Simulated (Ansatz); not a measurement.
## Cd2H3Cl: relaxing a made-up structure

This structure for Cd2H3Cl is made up. Its elements were placed in a known structure type with a cell scaled to their sizes. What cell does the guess relax to, and how far off was it?

Method: DFT, PBE, plane-wave PAW, files of the set soft_1, scalar-relativistic, no spin, cell and ions relaxed at zero pressure; PAW set soft_1, in the first sound run; inputs show where later runs differ, in Ansatz 0.2.0.

### Step 1. Starting point

It takes space group P-3m1 (No. 164, trigonal). Conventional cell: a = 3.296 Å, b = 3.296 Å, c = 6.187 Å, α = 90.00°, β = 90.00°, γ = 120.00°. Cd has 7 H at 1.92 to 2.23 Å and 3 Cl at 2.72 Å nearest. Nearest to Cl lie 6 Cd at 2.72 Å. Nearest to H lie 4 Cd at 1.92 to 2.06 Å. Nearest to H lie 6 H at 2.11 Å and 6 Cd at 2.23 Å. Farther neighbours and most contacts between anions are not listed.

### Step 2. Relaxing cell and atoms

The guessed cell has no reason to be at equilibrium. It is relaxed with the atoms, within the space group of the guess.

Input file input.yaml:

```yaml
crystal:
  lattice:
    - [3.296, 0.0, 0.0]
    - [-1.648, 2.854419731, 0.0]
    - [0.0, 0.0, 6.187]
  atoms:
    - { symbol: Cd, position: [0.333333333, 0.666666667, 0.3134] }
    - { symbol: Cd, position: [0.666666667, 0.333333333, 0.6866] }
    - { symbol: Cl, position: [0.0, 0.0, 0.0] }
    - { symbol: H, position: [0.333333333, 0.666666667, 0.6471] }
    - { symbol: H, position: [0.666666667, 0.333333333, 0.3529] }
    - { symbol: H, position: [0.0, 0.0, 0.5] }
kpoints:
  mp_grid: { grid: [9, 9, 5] }
scf:
  occupations: { method: fermi_dirac, width: 0.05 }
hamiltonian:
  xc: pbe
  pseudopotentials: { kind: paw, azcp: { folder: soft_1 } }
relax:
  f_tol: 0.015
  max_steps: 70
  cell: {}
output:
  forces: true
  stress: true
```

Launch:

```bash
ansatz run input.yaml --threads 4 --pin off --max-ram 10240MiB --backend cpu --events-out ev --progress --plain --runs-dir out
```

Numbers of over 12 decimals in the logs are rounded to 6 here.

The log of the run:

```text
Engine: ansatz 0.2.0, aarch64-unknown-linux-gnu
Pseudopotentials: kind: paw
Pseudopotential: Cd, paw, valence charge 20, recommended cutoff 420 eV (normal), soft_1/Cd.paw.azcp
Pseudopotential: Cl, paw, valence charge 7, recommended cutoff 420 eV (normal), soft_1/Cl.paw.azcp
Pseudopotential: H, paw, valence charge 1, recommended cutoff 420 eV (normal), soft_1/H.paw.azcp
Functional definition: PBE
  parameter kappa = 0.804
  parameter beta = 0.066725
  exchange = pbe_x(kappa = kappa, mu = beta*pi^2/3)
  correlation = pbe_c(beta = beta)
Crystal: 6 atoms, lattice volume = 58.208 Å³
Basis set: ecut = 420 eV, 1161 PW (Γ), exchange–correlation on 48×48×90 points (8 copies of the dense FFT grid, shifted against one another)
Bands: 31, of which v1, the nominal top of the filled ones, is band 25 counted from 1 (24 counted from 0)
Symmetry: 12 space group operations
Space group: P-3m1 (ITA 164), of the structure as read, at distance tolerance 3.9e-5 Å
k-points: 50 of 405
Non-local potential: Cd, projectors of the file, l = 0: 3, l = 1: 2, l = 2: 2, l = 3: 1
Non-local potential: Cl, projectors of the file, l = 0: 2, l = 1: 2, l = 2: 1
Non-local potential: H, projectors of the file, l = 0: 2, l = 1: 1
PAW form: soft (Blöchl's): semilocal exchange-correlation on the pseudo side does not see the compensation charge
PAW one-centre angular grid: Cd, 590 points (default); XC on 64 Gauss nodes
PAW one-centre angular grid: Cl, 110 points (default); XC on 64 Gauss nodes
PAW one-centre angular grid: H, 110 points (default); XC on 64 Gauss nodes
Initial density: superposition of atomic densities (chi_scale 0.1, normalization cell, long waves kept (reshape's long-wave potential 0.44 eV rms))
Initial wavefunctions: pseudopotential atomic-orbital guess
Functional: x = pbe(κ = 0.804, μ = 0.219515), c = pbe(β = 0.066725)
SCF iter   1: F=—  HF=-17638.284707 eV  |F-HF|=—  |Δ(HF+E_count)|=         —  Δρ=1.27e-1  dr2=3.33e1  ethr=3.10e-3  ⟨swp⟩=6.2  Hψ=6350  notcnv=0  defer=1
preconditioner: auto → Kerker (q_TF=auto, 2.660 Å⁻¹)  [metal: Δε(μ)=0.035 eV  Ē_g=13.705 eV  σ=0.050 eV  W_gap=0.17  n_scr=22 (ndim 8)  ℏωp=28.4 eV  f_vac=0.000  D(μ)=3.21/eV (n_scr^D=36)]
SCF iter   2: F=—  HF=-17635.710928 eV  |F-HF|=—  |Δ(HF+E_count)|=    2.57e0  Δρ=7.58e-2  dr2=1.34e1  ethr=3.10e-3  ⟨swp⟩=3.7  Hψ=3010  notcnv=0  defer=44
SCF iter   3: F=—  HF=-17633.412370 eV  |F-HF|=—  |Δ(HF+E_count)|=    2.30e0  Δρ=3.07e-2  dr2=3.18e0  ethr=3.10e-3  ⟨swp⟩=3.2  Hψ=3023  notcnv=0  defer=51
SCF iter   4: F=—  HF=-17632.927742 eV  |F-HF|=—  |Δ(HF+E_count)|=   4.85e-1  Δρ=2.34e-2  dr2=1.29e0  ethr=3.10e-3  ⟨swp⟩=2.5  Hψ=2090  notcnv=0  defer=57
SCF iter   5: F=—  HF=-17632.576945 eV  |F-HF|=—  |Δ(HF+E_count)|=   3.51e-1  Δρ=9.82e-3  dr2=6.21e-2  ethr=2.58e-3  ⟨swp⟩=3.6  Hψ=2422  notcnv=0  defer=50
SCF iter   6: F=—  HF=-17632.568772 eV  |F-HF|=—  |Δ(HF+E_count)|=   8.17e-3  Δρ=3.76e-3  dr2=3.82e-2  ethr=1.24e-4  ⟨swp⟩=2.4  Hψ=2904  notcnv=0  defer=46
SCF iter   7: F=—  HF=-17632.559929 eV  |F-HF|=—  |Δ(HF+E_count)|=   8.84e-3  Δρ=1.56e-3  dr2=2.56e-3  ethr=7.64e-5  ⟨swp⟩=3.8  Hψ=2545  notcnv=0  defer=46
SCF iter   8: F=—  HF=-17632.559706 eV  |F-HF|=—  |Δ(HF+E_count)|=   2.23e-4  Δρ=5.87e-4  dr2=3.77e-4  ethr=5.12e-6  ⟨swp⟩=2.8  Hψ=2666  notcnv=0  defer=46
SCF iter   9: F=—  HF=-17632.559645 eV  |F-HF|=—  |Δ(HF+E_count)|=   6.16e-5  Δρ=2.21e-4  dr2=4.47e-5  ethr=7.53e-7  ⟨swp⟩=1.8  Hψ=1569  notcnv=0  defer=46
SCF iter  10: F=—  HF=-17632.559665 eV  |F-HF|=—  |Δ(HF+E_count)|=   2.05e-5  Δρ=3.83e-5  dr2=1.09e-6  ethr=8.94e-8  ⟨swp⟩=2.0  Hψ=1720  notcnv=0  defer=46
SCF iter  11: F=-17632.559665 eV  HF=-17632.559665 eV  |F-HF|=1.02e-8  |Δ(HF+E_count)|=   8.08e-8  Δρ=6.09e-6  dr2=2.82e-8  ethr=2.00e-10  ⟨swp⟩=3.1  Hψ=5837  notcnv=0
SCF 1 converged in 11 iterations: F = -17632.559665 eV  dr2 = 2.82e-8
  greatest PAW one-centre occupation: 1.000 electrons in one spin orbital (limit 2), on the Cd atom at site 1 (counted from 0), in its partial waves of l = 0
relax step   1: F+E_penalty+E_count = -17632.55966512 eV  Δ(F+E_penalty+E_count) = +0.000e0 eV  max|allowed force component| = 8.455e-1 eV/Å  Δτ_max = 0.0000 Å  P = +36.686 GPa  Ω = 58.208 Å³  (11 SCF iters, dr2 threshold 1.00e-7 eV, accepted)
Crystal: 6 atoms, lattice volume = 67.240 Å³
Basis set: ecut = 420 eV, 1311 PW (Γ), exchange–correlation on 48×48×90 points (8 copies of the dense FFT grid, shifted against one another)
Initial density: handed on by an earlier stage of this run
Initial wavefunctions: those handed on with the density
iter 1 solved again at ethr=2.67e-3 eV; its pass at ethr=3.10e-3 eV (dr2=1.33e0 eV) is discarded
SCF iter   1: F=—  HF=-17634.282222 eV  |F-HF|=—  |Δ(HF+E_count)|=         —  Δρ=2.94e-2  dr2=1.33e0  ethr=2.67e-3  ⟨swp⟩=1.0  Hψ=9177  notcnv=0
preconditioner: auto → Kerker (q_TF=auto, 2.597 Å⁻¹)  [metal: Δε(μ)=0.056 eV  Ē_g=12.728 eV  σ=0.050 eV  W_gap=0.26  n_scr=22 (ndim 8)  ℏωp=26.4 eV  f_vac=0.006  D(μ)=2.05/eV (n_scr^D=22)]
SCF iter   2: F=—  HF=-17634.106646 eV  |F-HF|=—  |Δ(HF+E_count)|=   1.76e-1  Δρ=1.23e-2  dr2=4.41e-1  ethr=2.67e-3  ⟨swp⟩=2.0  Hψ=1840  notcnv=0  defer=1
SCF iter   3: F=—  HF=-17634.028875 eV  |F-HF|=—  |Δ(HF+E_count)|=   7.78e-2  Δρ=4.39e-3  dr2=7.06e-2  ethr=8.82e-4  ⟨swp⟩=2.1  Hψ=2171  notcnv=0  defer=43
SCF iter   4: F=—  HF=-17634.012094 eV  |F-HF|=—  |Δ(HF+E_count)|=   1.68e-2  Δρ=1.93e-3  dr2=6.15e-3  ethr=1.41e-4  ⟨swp⟩=3.1  Hψ=2512  notcnv=0  defer=43
SCF iter   5: F=—  HF=-17634.011344 eV  |F-HF|=—  |Δ(HF+E_count)|=   7.50e-4  Δρ=1.14e-3  dr2=9.07e-4  ethr=1.23e-5  ⟨swp⟩=2.5  Hψ=2944  notcnv=0  defer=43
SCF iter   6: F=—  HF=-17634.011247 eV  |F-HF|=—  |Δ(HF+E_count)|=   9.64e-5  Δρ=3.27e-4  dr2=9.62e-5  ethr=1.81e-6  ⟨swp⟩=2.0  Hψ=2682  notcnv=0  defer=43
SCF iter   7: F=—  HF=-17634.011264 eV  |F-HF|=—  |Δ(HF+E_count)|=   1.61e-5  Δρ=1.06e-4  dr2=9.91e-6  ethr=1.92e-7  ⟨swp⟩=2.0  Hψ=2386  notcnv=0  defer=43
SCF iter   8: F=—  HF=-17634.011265 eV  |F-HF|=—  |Δ(HF+E_count)|=   1.66e-6  Δρ=2.91e-5  dr2=6.66e-7  ethr=1.98e-8  ⟨swp⟩=2.0  Hψ=2357  notcnv=0  defer=43
SCF iter   9: F=-17634.011265 eV  HF=-17634.011265 eV  |F-HF|=2.34e-9  |Δ(HF+E_count)|=   1.58e-7  Δρ=6.31e-6  dr2=2.76e-8  ethr=1.20e-9  ⟨swp⟩=4.0  Hψ=5086  notcnv=0
SCF 2 converged in 9 iterations: F = -17634.011265 eV  dr2 = 2.76e-8
relax step   2: F+E_penalty+E_count = -17634.01126535 eV  Δ(F+E_penalty+E_count) = -1.452e0 eV  max|allowed force component| = 4.098e-1 eV/Å  Δτ_max = 0.0496 Å  P = +14.135 GPa  Ω = 67.240 Å³  energy of the carried Pulay correction = -7.156e-3 eV  (9 SCF iters, dr2 threshold 6.00e-7 eV, accepted)
[...]
SCF 3 converged in 8 iterations: F = -17634.464633 eV  dr2 = 1.83e-7
relax step   3: F+E_penalty+E_count = -17634.46463322 eV  Δ(F+E_penalty+E_count) = -4.534e-1 eV  max|allowed force component| = 2.401e-1 eV/Å  Δτ_max = 0.0662 Å  P = +4.157 GPa  Ω = 74.630 Å³  energy of the carried Pulay correction = -1.229e-2 eV  (8 SCF iters, dr2 threshold 6.00e-7 eV, accepted)
[... from here on, the SCF cycles and remarks between the steps are left out ...]
relax step   4: F+E_penalty+E_count = -17634.60638946 eV  Δ(F+E_penalty+E_count) = -1.418e-1 eV  max|allowed force component| = 1.723e-1 eV/Å  Δτ_max = 0.0830 Å  P = +0.971 GPa  Ω = 78.135 Å³  energy of the carried Pulay correction = -1.454e-2 eV  (8 SCF iters, dr2 threshold 6.00e-7 eV, accepted)
relax step   5: F+E_penalty+E_count = -17634.69954985 eV  Δ(F+E_penalty+E_count) = -9.316e-2 eV  max|allowed force component| = 8.680e-2 eV/Å  Δτ_max = 0.1090 Å  P = -0.168 GPa  Ω = 79.958 Å³  energy of the carried Pulay correction = -1.566e-2 eV  (8 SCF iters, dr2 threshold 6.00e-7 eV, accepted)
relax step   6: F+E_penalty+E_count = -17634.71528306 eV  Δ(F+E_penalty+E_count) = -1.573e-2 eV  max|allowed force component| = 3.640e-2 eV/Å  Δτ_max = 0.1191 Å  P = -0.623 GPa  Ω = 80.769 Å³  energy of the carried Pulay correction = -1.615e-2 eV  (8 SCF iters, dr2 threshold 6.00e-7 eV, accepted)
relax step   7: F+E_penalty+E_count = -17634.72249068 eV  Δ(F+E_penalty+E_count) = -7.208e-3 eV  max|allowed force component| = 1.047e-2 eV/Å  Δτ_max = 0.0340 Å  P = -0.076 GPa  Ω = 80.084 Å³  energy of the carried Pulay correction = -1.574e-2 eV  (7 SCF iters, dr2 threshold 6.00e-7 eV, accepted)
relax step   8: F+E_penalty+E_count = -17634.72281773 eV  Δ(F+E_penalty+E_count) = -3.270e-4 eV  max|allowed force component| = 1.409e-2 eV/Å  Δτ_max = 0.0097 Å  P = -0.095 GPa  Ω = 80.106 Å³  energy of the carried Pulay correction = -1.575e-2 eV  (6 SCF iters, dr2 threshold 1.57e-7 eV, accepted)
relax step   9: F+E_penalty+E_count = -17634.72307875 eV  Δ(F+E_penalty+E_count) = -2.610e-4 eV  max|allowed force component| = 1.173e-3 eV/Å  Δτ_max = 0.0075 Å  P = +0.007 GPa  Ω = 79.985 Å³  energy of the carried Pulay correction = -1.568e-2 eV  (7 SCF iters, dr2 threshold 2.40e-8 eV, accepted)
relax step  10: F+E_penalty+E_count = -17634.78814696 eV  Δ(F+E_penalty+E_count) = -6.507e-2 eV  max|allowed force component| = 3.502e-4 eV/Å  Δτ_max = 0.0000 Å  P = +1.121 GPa  Ω = 79.985 Å³  stress off target by 2.64e0 GPa  SCF on the basis re-selected at this cell (its energy is not comparable with the rows above)  (9 SCF iters)
relax step  11: F+E_penalty+E_count = -17634.80859561 eV  Δ(F+E_penalty+E_count) = -2.045e-2 eV  max|allowed force component| = 7.093e-3 eV/Å  Δτ_max = 0.0173 Å  P = +0.604 GPa  Ω = 81.174 Å³  energy of the carried Pulay correction = -5.883e-4 eV  (7 SCF iters, dr2 threshold 6.00e-7 eV, accepted)
relax step  12: F+E_penalty+E_count = -17634.81747794 eV  Δ(F+E_penalty+E_count) = -8.882e-3 eV  max|allowed force component| = 4.076e-3 eV/Å  Δτ_max = 0.0282 Å  P = +0.081 GPa  Ω = 82.584 Å³  energy of the carried Pulay correction = -1.306e-3 eV  (8 SCF iters, dr2 threshold 6.00e-7 eV, accepted)
relax step  13: F+E_penalty+E_count = -17634.81747201 eV  Δ(F+E_penalty+E_count) = +5.924e-6 eV  max|allowed force component| = 1.303e-4 eV/Å  Δτ_max = 0.0027 Å  P = -0.006 GPa  Ω = 82.696 Å³  energy of the carried Pulay correction = -1.371e-3 eV  (5 SCF iters, dr2 threshold 3.01e-8 eV, accepted)
iter 1 solved again at ethr=6.19e-8 eV; its pass at ethr=3.10e-3 eV (dr2=3.09e-5 eV) is discarded
SCF iter   1: F=—  HF=-17634.818261 eV  |F-HF|=—  |Δ(HF+E_count)|=         —  Δρ=2.88e-4  dr2=2.74e-6  ethr=6.19e-8  ⟨swp⟩=4.0  Hψ=10662  notcnv=0
preconditioner: auto → Kerker (q_TF=auto, 2.509 Å⁻¹)  [metal: Δε(μ)=0.030 eV  Ē_g=11.955 eV  σ=0.050 eV  W_gap=0.15  n_scr=24 (ndim 8)  ℏωp=23.8 eV  f_vac=0.000  D(μ)=1.03/eV (n_scr^D=2)]
SCF iter   2: F=—  HF=-17634.818862 eV  |F-HF|=—  |Δ(HF+E_count)|=   6.00e-4  Δρ=1.47e-4  dr2=7.16e-7  ethr=5.48e-9  ⟨swp⟩=2.0  Hψ=2350  notcnv=0
SCF iter   3: F=—  HF=-17634.819060 eV  |F-HF|=—  |Δ(HF+E_count)|=   1.99e-4  Δρ=1.80e-5  dr2=1.88e-8  ethr=1.43e-9  ⟨swp⟩=2.0  Hψ=2366  notcnv=0
SCF iter   4: F=—  HF=-17634.819063 eV  |F-HF|=—  |Δ(HF+E_count)|=   2.37e-6  Δρ=2.21e-6  dr2=1.42e-9  ethr=3.76e-11  ⟨swp⟩=2.0  Hψ=2539  notcnv=0
SCF iter   5: F=—  HF=-17634.819063 eV  |F-HF|=—  |Δ(HF+E_count)|=   3.93e-8  Δρ=2.94e-7  dr2=3.05e-10  ethr=2.85e-12  ⟨swp⟩=2.7  Hψ=2454  notcnv=0
SCF iter   6: F=—  HF=-17634.819063 eV  |F-HF|=—  |Δ(HF+E_count)|=  3.27e-11  Δρ=1.39e-7  dr2=1.12e-10  ethr=1.00e-12  ⟨swp⟩=1.0  Hψ=1550  notcnv=0
SCF iter   7: F=-17634.819063 eV  HF=-17634.819063 eV  |F-HF|=7.28e-12  |Δ(HF+E_count)|=  7.28e-12  Δρ=5.91e-8  dr2=1.31e-11  ethr=1.00e-12  ⟨swp⟩=4.4  Hψ=4498  notcnv=0
SCF 14 converged in 7 iterations: F = -17634.819063 eV  dr2 = 1.31e-11
relax step  14: F+E_penalty+E_count = -17634.81906279 eV  Δ(F+E_penalty+E_count) = -1.591e-3 eV  max|allowed force component| = 2.809e-4 eV/Å  Δτ_max = 0.0000 Å  P = -0.005 GPa  Ω = 82.696 Å³  stress off target by 1.60e-2 GPa  SCF on the basis re-selected at this cell (its energy is not comparable with the rows above)  (7 SCF iters)
basis re-selected at this cell: Δ(F+E_penalty+E_count) = -1.591e-3 eV, ΔP = +0.001 GPa vs the last step (what re-selecting the basis moved, of the pressure what is left beyond the Pulay correction that the steps carried, after the strain that the cell walked since its last selection, with what the two solves' SCF thresholds leave and, on support functions, any second-order correction that the steps lacked; it is no m [...]
SCF converged after 7 iterations
Free energy (F): -17634.819063 eV
Harris-Foulkes:  -17634.819063 eV  (|F-HF|=7.28e-12)
Internal energy: -17634.811247 eV  (E = F + TS)
E sigma→0 (E₀):  -17634.815155 eV
Entropy (-TS):   -0.007816 eV (-1.303 meV/atom)
Fermi energy:    8.154172 eV
--- Per-component energies (eV) ---
  E_band       = -998.776931
  E_kinetic    = 1070.768229
  E_local      = -7488.720928  (includes V_loc(G=0)·N_el)
  E_nonlocal   = 275.102461
  E_hartree    = 3403.246282
  E_xc         = -445.286622
  E_vxc        = -540.561744  (∫ρ·V_xc dr)
  E_paw        = -8860.821609  (= ΣΔE_a)
  E_vpaw       = -1121.855782  (= ΣTr[D̂ρ^β])
  E_aug_tail   = -0.001700  (compensation charges beyond the density's cutoff)
  E_ewald      = -5589.097361
  E_smearing   = -0.007816  (= −TS)
  E_closure    = -0.000000  (closes the sum)
  Σ components = -17634.819063   (vs F -17634.819063, Δ=0.00e0)
--- Forces (eV/Å), atoms counted from 1 ---
  atom   1  Cd     0.00000000    -0.00000000    -0.00023652
  atom   2  Cd    -0.00000000     0.00000000     0.00023652
  atom   3  Cl     0.00000000    -0.00000000     0.00000000
  atom   4  H      0.00000000     0.00000000     0.00028093
  atom   5  H     -0.00000000    -0.00000000    -0.00028093
  atom   6  H      0.00000000     0.00000000     0.00000000
  max |Σ_I F_I| component: 7.40e-17 eV/Å
--- Stress (GPa, compression-positive) ---
       -0.016048      -0.000000      -0.000000
       -0.000000      -0.016048       0.000000
       -0.000000       0.000000       0.015713
  P = ⅓ Tr σ = -0.0055 GPa (-0.055 kbar)
--- Relaxed structure (12 steps of the walk, 12 accepted, 2 SCFs on fresh bases) ---
  F+E_penalty+E_count = -17634.81906279 eV   max|allowed force component| = 2.809e-4 eV/Å   (the final SCF, on the basis selected at the relaxed cell)
  cell:  # Å, volume = 82.6961 Å³
    - [3.468707, 0, 1.416095077507646e-16]
    - [-1.734354, 3.003988, -7.08047538753823e-17]
    - [2.658185753745656e-16, 0, 7.936316]
  atoms:
    - { symbol: Cd, position: [0.333333, 0.666667, 0.281865] }
    - { symbol: Cd, position: [0.666667, 0.333333, 0.718135] }
    - { symbol: Cl, position: [0, 0, 0] }
    - { symbol: H, position: [0.333333, 0.666667, 0.717170] }
    - { symbol: H, position: [0.666667, 0.333333, 0.282830] }
    - { symbol: H, position: [0, 0, 0.5] }
```

Wall time 18 s (4 threads of Arm Neoverse V1, shared host); peak memory 0.43 GiB; 68 s of CPU time.

Relaxation path:

| step | energy less that of the first step (eV) | largest force component (eV/Å) | pressure (GPa) | volume (Å³) |
| --- | --- | --- | --- | --- |
| 1 | 0.0000 | 0.8455 | 36.69 | 58.21 |
| 2 | -1.4516 | 0.4098 | 14.14 | 67.24 |
| 3 | -1.9050 | 0.2401 | 4.16 | 74.63 |
| 4 | -2.0467 | 0.1723 | 0.97 | 78.13 |
| 5 | -2.1399 | 0.0868 | -0.17 | 79.96 |
| 6 | -2.1556 | 0.0364 | -0.62 | 80.77 |
| 7 | -2.1628 | 0.0105 | -0.08 | 80.08 |
| 8 | -2.1632 | 0.0141 | -0.10 | 80.11 |
| 9 | -2.1634 | 0.0012 | 0.01 | 79.98 |
| 10* | -2.2285 | 0.0003 | 1.12 | 79.98 |
| 11 | -2.2489 | 0.0071 | 0.60 | 81.17 |
| 12 | -2.2578 | 0.0041 | 0.08 | 82.58 |
| 13 | -2.2578 | 0.0001 | -0.01 | 82.70 |
| 14* | -2.2594 | 0.0003 | -0.01 | 82.70 |

Relaxation steps marked * repeat the geometry before them on a plane-wave basis chosen anew for their cell, so energy and pressure can jump there.

Forces are held to the 12 operations that the run works with; a distortion that breaks them can't arise in this run.

| cell as run | before | after | change |
| --- | --- | --- | --- |
| a (Å) | 3.296 | 3.469 | +5.2 % |
| b (Å) | 3.296 | 3.469 | +5.2 % |
| c (Å) | 6.187 | 7.936 | +28.3 % |
| volume (Å³/atom) | 9.70 | 13.78 | +42.1 % |

The atoms that moved most (Å, as changes of fractional coordinates times the final cell):

| atom | dx | dy | dz | length |
| --- | --- | --- | --- | --- |
| H5 | 0.000 | 0.000 | -0.556 | 0.556 |
| H4 | 0.000 | 0.000 | 0.556 | 0.556 |
| Cd2 | 0.000 | 0.000 | 0.250 | 0.250 |
| Cd1 | 0.000 | 0.000 | -0.250 | 0.250 |

The relaxed structure:

```xyz
6
Lattice="3.4687 0.0000 0.0000 -1.7344 3.0040 0.0000 0.0000 0.0000 7.9363" Properties=species:S:1:pos:R:3 pbc="T T T"
Cd    0.0000    2.0027    2.2370
Cd    1.7344    1.0013    5.6993
Cl    0.0000    0.0000    0.0000
H     0.0000    2.0027    5.6917
H     1.7344    1.0013    2.2446
H     0.0000    0.0000    3.9682
```

This step gave:

```yaml
free_energy: -17634.8191 eV
energy_at_zero_smearing: -17634.8152 eV
smearing_term_ts: 0.007816 eV
fermi_energy: 8.154 eV
gap_by_band_count: 0.02993 eV
electrons: 50
symmetry_operations: 12
pressure: -0.005461 GPa
```

The shortest distance of each pair, which need not be the same contact before and after:

| pair | guess (Å) | relaxed (Å) |
| --- | --- | --- |
| Cd–H | 1.919 | 2.003 |
| H–H | 2.109 | 2.642 |
| Cd–Cl | 2.717 | 3.002 |
| Cl–H | 2.896 | 3.008 |
| Cd–Cd | 2.992 | 3.469 |

The relaxation ends with a largest force component of 2.8e-4 eV/Å and a pressure of -0.01 GPa.

(Continued in part 2 of 2.)

[Logs are printed without paths, hosts, clocks, repeated set-up lines and the standing remarks that a program may print on its own settings, such as how far it seeks lower states.]

[Hosts, paths, dates, database ids (printed as entryN), source tags and the programs' standing remarks are cut or masked in the printed files.]
